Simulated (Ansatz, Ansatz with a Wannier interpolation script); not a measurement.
An input for Ansatz 0.2.0 (RbCaH3 (Pm-3m)):

```yaml
crystal:
  lattice:
    - [4.547, 0.0, 0.0]
    - [0.0, 4.547, 0.0]
    - [0.0, 0.0, 4.547]
  atoms:
    - { symbol: Rb, position: [0.0, 0.0, 0.0] }
    - { symbol: Ca, position: [0.5, 0.5, 0.5] }
    - { symbol: H, position: [0.0, 0.5, 0.5] }
    - { symbol: H, position: [0.5, 0.0, 0.5] }
    - { symbol: H, position: [0.5, 0.5, 0.0] }
kpoints:
  mp_grid: { grid: [4, 4, 4] }
hamiltonian:
  xc: lda
scf:
  occupations: { method: fixed }
gw:
  n_empty_bands: 353
  ecut_chi: 140.0
  qp_bands: [v3, c1]
  screening: { model: contour_deformation }
```

```sh
ansatz run input.yaml --threads 4 --pin off --max-ram 18432MiB --backend cpu --events-out ev --progress --plain --runs-dir out
```

**Question.** How long will it take on 4 threads of Arm Neoverse V1, shared host, and how much memory?

It took 62 s; on shared hardware allow 31 s to 2.1 min. Peak host memory was 1.1 GiB. The sizes that set the cost: 1839 plane waves a state, 10 irreducible k points, 364 bands summed, 365 plane waves in the screening and 6 SCF cycles.

The screening grows as filled bands × empty bands × pairs of k points, times the square of the screening basis for the matrix.

[Paths, hosts, dates, memory and timing lines, banners, echoed tables and standing remarks are left out of the program output.]

[Logs are printed without paths, hosts, clocks, repeated set-up lines and the standing remarks that a program may print on its own settings, such as how far it seeks lower states.]

[Runs of the session that timed out or met a known fault of the program may be left out.]

[Hosts, paths, dates, database ids (printed as entryN), source tags and the programs' standing remarks are cut or masked in the printed files.]
